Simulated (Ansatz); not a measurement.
# The perfect Ge wire along [100], 9 atoms a period, H-terminated, part 2 of 2

Wanted: the relaxed geometry and the bands of the Ge wire along [100], 9 atoms a period, H-terminated.

Ansatz 0.2.0; DFT PBE, plane waves, PAW; relaxation of a wire's period; PAW set soft_1 (the session's first sound run).

So far. Step 2 (Relaxation of atoms and period): The cell's length comes to 5.745 Å with spin left out.

## (3) The perfect wire

This step: DFT PBE, plane waves, PAW; bands of a perfect wire; PAW set soft_1 (Ansatz 0.2.0).

At the relaxed period the bands are computed along the axis; those that cross an energy going forward count the channels that a perfect wire would open there.

Contents of input.yaml:

```yaml
crystal:
  lattice:
    - [14.361, 0.0, 0.0]
    - [0.0, 14.361, 0.0]
    - [0.0, 0.0, 5.7445455734]
  atoms:
    - { symbol: Ge, position: [0.401935381, 0.401935381, 0.996996782] }
    - { symbol: Ge, position: [0.598087795, 0.598087795, 0.996996782] }
    - { symbol: H, position: [0.339483526, 0.339483526, 0.15346611] }
    - { symbol: H, position: [0.660539651, 0.660539651, 0.15346611] }
    - { symbol: Ge, position: [0.500011588, 0.500011588, 0.25] }
    - { symbol: H, position: [0.339483526, 0.660539651, 0.34653389] }
    - { symbol: H, position: [0.660539651, 0.339483526, 0.34653389] }
    - { symbol: Ge, position: [0.401935381, 0.598087795, 0.503003218] }
    - { symbol: Ge, position: [0.598087795, 0.401935381, 0.503003218] }
    - { symbol: H, position: [0.239736751, 0.438318622, 0.596747094] }
    - { symbol: H, position: [0.438318622, 0.239736751, 0.596747094] }
    - { symbol: H, position: [0.561704555, 0.760286426, 0.596747094] }
    - { symbol: H, position: [0.760286426, 0.561704555, 0.596747094] }
    - { symbol: Ge, position: [0.303335202, 0.500011588, 0.75] }
    - { symbol: Ge, position: [0.500011588, 0.303335202, 0.75] }
    - { symbol: Ge, position: [0.500011588, 0.696687974, 0.75] }
    - { symbol: Ge, position: [0.696687974, 0.500011588, 0.75] }
    - { symbol: H, position: [0.239736751, 0.561704555, 0.903252906] }
    - { symbol: H, position: [0.438318622, 0.760286426, 0.903252906] }
    - { symbol: H, position: [0.561704555, 0.239736751, 0.903252906] }
    - { symbol: H, position: [0.760286426, 0.438318622, 0.903252906] }
kpoints:
  mp_grid: { grid: [1, 1, 14] }
  band_path: { path: ["Γ", Z], npoints: 90 }
scf:
  occupations: { method: fermi_dirac, width: 0.05 }
hamiltonian:
  xc: pbe
  pseudopotentials: { kind: paw, azcp: { folder: soft_1 } }
output:
  dos: { e_range: [-5, 4] }
  write_potential: true
  write_density: true
  volumetric_format: npy
```

On the command line:

```
ansatz run input.yaml --threads 4 --pin off --max-ram 16384MiB --backend cpu --events-out ev --progress --plain --runs-dir out
```

Numbers of over 12 decimals in the logs are rounded to 6 here.

Output:

```text
[...]
Crystal: 21 atoms, lattice volume = 1184.745 Å³
Basis set: ecut = 420 eV, 23127 PW (Γ)
Bands: 90, of which v1, the nominal top of the filled ones, is band 69 counted from 1 (68 counted from 0)
Symmetry: 8 space group operations
[...]
k-points: 8 of 14
[...]
SCF iter   1: F=—  HF=-38845.871060 eV  |F-HF|=—  |Δ(HF+E_count)|=         —  Δρ=3.18e-2  dr2=1.01e1  ethr=3.10e-3  ⟨swp⟩=7.4  Hψ=3124  notcnv=0  defer=8
[...]
SCF iter   9: F=-38842.848588 eV  HF=-38842.848588 eV  |F-HF|=2.71e-9  |Δ(HF+E_count)|=   7.41e-7  Δρ=1.39e-6  dr2=2.32e-8  ethr=7.25e-11  ⟨swp⟩=15.1  Hψ=3478  notcnv=0
SCF 1 converged in 9 iterations: F = -38842.848588 eV  dr2 = 2.32e-8
[...]
NSCF: frozen V_eff on 91 k-points
WARN: The output density's exchange-correlation potential varies sharply where the density is thin. Do not read a vacuum level from v_tot or v_xc, or from such a field of the output density. On a cell that repeats whose density bears no net charge and no dipole along the vacuum's axis use v_es (v_loc + v_h of the components); under efield.dipole_correction with no amplitude use v_es + v_field, which holds any externa [...]
SCF converged after 9 iterations
Free energy (F): -38842.848588 eV
[...]
Internal energy: -38842.848588 eV  (E = F + TS)
E sigma→0 (E₀):  -38842.848588 eV
Fermi energy:    -1.813854 eV
[...]
--- Band table (eV; the first three rows and the last of 8) ---
  k-point 0: bands = [... 65 lower, -4.0770, -3.7704, -3.7704, -3.7587, 0.2773, 0.3334, 0.5602, 0.5602, ... 17 higher]
  k-point 1: bands = [... 65 lower, -4.0923, -3.7763, -3.7763, -3.7596, 0.2957, 0.3984, 0.5042, 0.5042, ... 17 higher]
  k-point 2: bands = [... 65 lower, -4.1333, -3.7907, -3.7907, -3.7642, 0.3291, 0.4021, 0.4021, 0.5856, ... 17 higher]
  k-point 7: bands = [... 65 lower, -4.3435, -3.9347, -3.8141, -3.8141, 0.0238, 0.4196, 0.4196, 0.7190, ... 17 higher]
```

Run time: 3.1 min. Hardware: 4 threads of Arm Neoverse V1, shared host; peak memory 5.4 GiB; 12 min of CPU time.

This step gave:

* band gap: 3.782 eV

The electronic bands at the labelled points (eV, zero at the Fermi level; v1 is the highest filled band, c1 the lowest empty one):

```
  point     v4     v3     v2     v1    c1    c2    c3    c4
      Γ  -2.26  -1.96  -1.96  -1.94  2.09  2.15  2.37  2.37
halfway  -2.40  -2.00  -2.00  -1.98  2.10  2.13  2.13  2.53
      Z  -2.53  -2.12  -2.00  -2.00  1.84  2.23  2.23  2.53
```

The gap is 3.78 eV, with spin left out.

On this path the gap is indirect, 3.78 eV, with the valence top at Γ and the conduction bottom at Z. The least direct gap is 3.84 eV.

## (4) Another level of theory, cutoff 500 eV, k-mesh 1×1×11

This step: DFT r2SCAN, plane waves, PAW; bands of a perfect wire at the PBE geometry; PAW set soft_1 (Ansatz 0.2.0).

The atoms stay at the PBE geometry and the functional changes. r2SCAN also reads the kinetic-energy density; it often gives larger moments and wider gaps than PBE, at a higher cost. Against the first PBE run of this kind, the cutoff is 500 eV against 420 and the mesh along the wire has 11 points against 14.

input.yaml: that of step 3 with these lines changed.

```diff
@@ -28,3 +28,3 @@
 kpoints:
-  mp_grid: { grid: [1, 1, 14] }
+  mp_grid: { grid: [1, 1, 11] }
   band_path: { path: ["Γ", Z], npoints: 90 }
@@ -33,8 +33,3 @@
 hamiltonian:
-  xc: pbe
+  xc: r2scan
   pseudopotentials: { kind: paw, azcp: { folder: soft_1 } }
-output:
-  dos: { e_range: [-5, 4] }
-  write_potential: true
-  write_density: true
-  volumetric_format: npy
```

Output:

```text
[...]
Crystal: 21 atoms, lattice volume = 1184.745 Å³
Basis set: ecut = 500 eV, 30133 PW (Γ), exchange–correlation on 432×432×180 points (64 copies of the dense FFT grid, shifted against one another)
Bands: 90, of which v1, the nominal top of the filled ones, is band 69 counted from 1 (68 counted from 0)
Symmetry: 8 space group operations
[...]
k-points: 6 of 11
[...]
--- Band table (eV; the first three rows and the last of 6) ---
  k-point 0: bands = [... 65 lower, -4.3316, -4.0122, -4.0122, -3.9920, 0.4832, 0.5174, 0.6782, 0.6782, ... 17 higher]
  k-point 1: bands = [... 65 lower, -4.3560, -4.0210, -4.0210, -3.9942, 0.5074, 0.6174, 0.6174, 0.6251, ... 17 higher]
  k-point 2: bands = [... 65 lower, -4.4180, -4.0398, -4.0398, -4.0056, 0.5250, 0.5259, 0.5259, 0.8793, ... 17 higher]
  k-point 5: bands = [... 65 lower, -4.5992, -4.1699, -4.0493, -4.0493, 0.2265, 0.6153, 0.6153, 0.9830, ... 17 higher]
[key lines of the parts left out:]
SCF converged after 9 iterations
Free energy (F): -38914.956378 eV
Fermi energy:    -1.838079 eV
```

Run time: 5.6 min. Hardware: 4 threads; peak memory 8.2 GiB.

This step gave:

```
band gap : 4.205 eV
```

The gap is 4.21 eV, against 3.78 eV under PBE at the relaxed period.

## (5) Levels at the same atoms, level HSE06, cutoff 420 eV

This step: DFT HSE06, plane waves, PAW; levels of a perfect wire at the PBE geometry; PAW set soft_1 (Ansatz 0.2.0).

The atoms stay at the PBE geometry and the functional changes. HSE06 mixes in a quarter of short-range exact exchange, which removes part of the self-interaction that closes gaps; it is dear, so the mesh is thinner and no path is run. Against the first PBE run of this kind, the mesh along the wire has 6 points against 14.

input.yaml: that of step 4 with these lines changed.

```diff
@@ -28,4 +28,3 @@
 kpoints:
-  mp_grid: { grid: [1, 1, 11] }
-  band_path: { path: ["Γ", Z], npoints: 90 }
+  mp_grid: { grid: [1, 1, 6] }
 scf:
@@ -33,3 +32,3 @@
 hamiltonian:
-  xc: r2scan
+  xc: hse06
   pseudopotentials: { kind: paw, azcp: { folder: soft_1 } }
```

Output:

```text
[...]
Fermi energy:    -1.880995 eV
[...]
--- Band table (eV) ---
  k-point 0: bands = [... 65 lower, -4.6182, -4.3182, -4.3182, -4.2752, 0.6140, 0.6469]
  k-point 1: bands = [... 65 lower, -4.6974, -4.3332, -4.3332, -4.2872, 0.7209, 0.7209]
  k-point 2: bands = [... 65 lower, -4.8416, -4.3636, -4.3296, -4.3296, 0.5924, 0.7339]
  k-point 3: bands = [... 65 lower, -4.9113, -4.4674, -4.3151, -4.3151, 0.4193, 0.8636]
  guard bands above this table: 19 of the run's 90 bands. The solve was not asked for them (output.publish_guard_bands: true or output.eigenvalues: true publishes all)
[key lines of the parts left out:]
Free energy (F): -38851.317104 eV
```

It took 4.6 min on 4 threads; peak memory 4.1 GiB; 18 min of CPU time.

This step gave:

- band gap: 4.694 eV

The gap is 4.69 eV, against 3.78 eV under PBE at the relaxed period.

## (6) With spin-orbit coupling, k-mesh 1×1×9

This step: DFT PBE, plane waves, fully relativistic PAW; bands of a perfect wire with spin-orbit coupling; PAW set soft_1 (Ansatz 0.2.0).

Spin-orbit coupling mixes the spins and splits bands that cross or touch without it, so it can open or close channels. Fully relativistic datasets take the place of the scalar ones. Against the first PBE run of this kind, the mesh along the wire has 9 points against 14.

input.yaml: that of step 5 with these lines changed.

```diff
@@ -28,3 +28,4 @@
 kpoints:
-  mp_grid: { grid: [1, 1, 6] }
+  mp_grid: { grid: [1, 1, 9] }
+  band_path: { path: ["Γ", Z], npoints: 90 }
 scf:
@@ -32,3 +33,6 @@
 hamiltonian:
-  xc: hse06
-  pseudopotentials: { kind: paw, azcp: { folder: soft_1 } }
+  xc: pbe
+  pseudopotentials: { kind: paw_fr, azcp: { folder: soft_1 } }
+magnetization:
+  noncollinear: true
+  spin_orbit: true
```

Output:

```text
[...]
non-collinear run that drives no moment, with spin-orbit: no starting moment large enough to seed its density (crystal.atoms[].spin), no starting occupations that ask for one, no magnetisation constraint and no magnetic field, so the semilocal B_xc is pinned to zero
Crystal: 21 atoms, lattice volume = 1184.745 Å³
Basis set: ecut = 420 eV, 23127 PW (Γ)
[...]
k-point 0: bands = [... 134 lower, -3.7166, -3.7166, -3.7112, -3.7112, 0.2781, 0.2781, 0.3334, 0.3334, ... 38 higher]
  k-point 1: bands = [... 134 lower, -3.7312, -3.7312, -3.7194, -3.7194, 0.3160, 0.3160, 0.4353, 0.4353, ... 38 higher]
  k-point 2: bands = [... 134 lower, -3.7594, -3.7594, -3.7468, -3.7468, 0.3117, 0.3117, 0.3149, 0.3149, ... 38 higher]
  k-point 4: bands = [... 134 lower, -3.8334, -3.8334, -3.7840, -3.7840, 0.0431, 0.0431, 0.3889, 0.3889, ... 38 higher]
[key lines of the parts left out:]
SCF converged after 9 iterations
Magnetization: |M| = 0.0000 μB,  M = (+0.0000, +0.0000, +0.0000) μB
Free energy (F): -38843.739368 eV
Fermi energy:    -1.800477 eV
```

The job ended after 35 min (4 threads; peak memory 12 GiB).

Numbers from this step:

| Quantity | Value |
| --- | --- |
| band gap | 3.735 eV |

The gap is 3.73 eV, against 3.78 eV under PBE at the relaxed period, with no moment.

## (7) The ladder

Times are for 4 threads of Arm Neoverse V1, shared host. The series side by side:

| no. | run | band gap (eV) | time | memory (GiB) |
| --- | --- | --- | --- | --- |
| 1 | lead | 3.782 | 3.1 min | 5.4 |
| 2 | levels | 4.205 | 5.6 min | 8.2 |
| 3 | levels | 4.694 | 4.6 min | 4.1 |
| 4 | SOC | 3.735 | 35 min | 12 |

## (8) What came out

| Item | Value |
| --- | --- |
| cell length, PBE | 5.745 Å |
| gap, PBE | 3.78 eV |
| gap, r2SCAN | 4.21 eV |
| gap, HSE06 | 4.69 eV |
| gap, with spin-orbit coupling | 3.73 eV |

**Reading.** Under PBE the cell's length is 5.74 Å, and a gap of 3.78 eV makes it a semiconductor. At the relaxed period the wire is gapped under every functional, from 3.78 eV (PBE) to 4.69 eV (HSE06). Weak screening in one dimension makes quasiparticle gaps larger than the semilocal gaps, as a rule. Spin-orbit coupling changes the gap from 3.78 to 3.73 eV. A hybrid's gap is read on a coarse mesh, without a band path.

[Logs are printed without paths, hosts, clocks, repeated set-up lines and the standing remarks that a program may print on its own settings, such as how far it seeks lower states.]

[Hosts, paths, dates, database ids (printed as entryN), source tags and the programs' standing remarks are cut or masked in the printed files.]
